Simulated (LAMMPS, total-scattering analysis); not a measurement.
# Mg32Si68: density against pressure

Simulated by classical molecular dynamics (LAMMPS) with the MEAM Al-Si-Mg-Cu-Fe potential (Jelinek et al., Phys. Rev. B 85, 245102 (2012)); about 600 atoms, sampled at 1790 K, each a liquid, cooled at 200 K/ps. The potential was fitted to crystals; liquid densities are rough.

| pressure (GPa) | density (g/cm³) |
| --- | --- |
| 0 | 1.841 |
| 3 | 2.115 |
| 10 | ? |
| 25 | 2.758 |

**Task.** Fit a straight line to the known rows, say what its slope means, and predict the withheld row.

The means are x̄ = 9.3333 and ȳ = 2.2380. Σ(x − x̄)(y − ȳ) = 12.631 and Σ(x − x̄)² = 372.67, so the slope is 0.03389 and the intercept 1.9217. The residuals are -0.081, +0.092, -0.011.

The fitted line rises by 0.847 g/cm³ over the range; the table's ends differ by 0.917.

At 10 GPa the line gives 2.261; the run gave 2.404, a miss of -0.143, 16 % of the range covered. With all rows in view, the slope between neighbours runs 0.0913, 0.0413, 0.0236: it shrinks steadily, so the relation is curved and a line is only a first account.
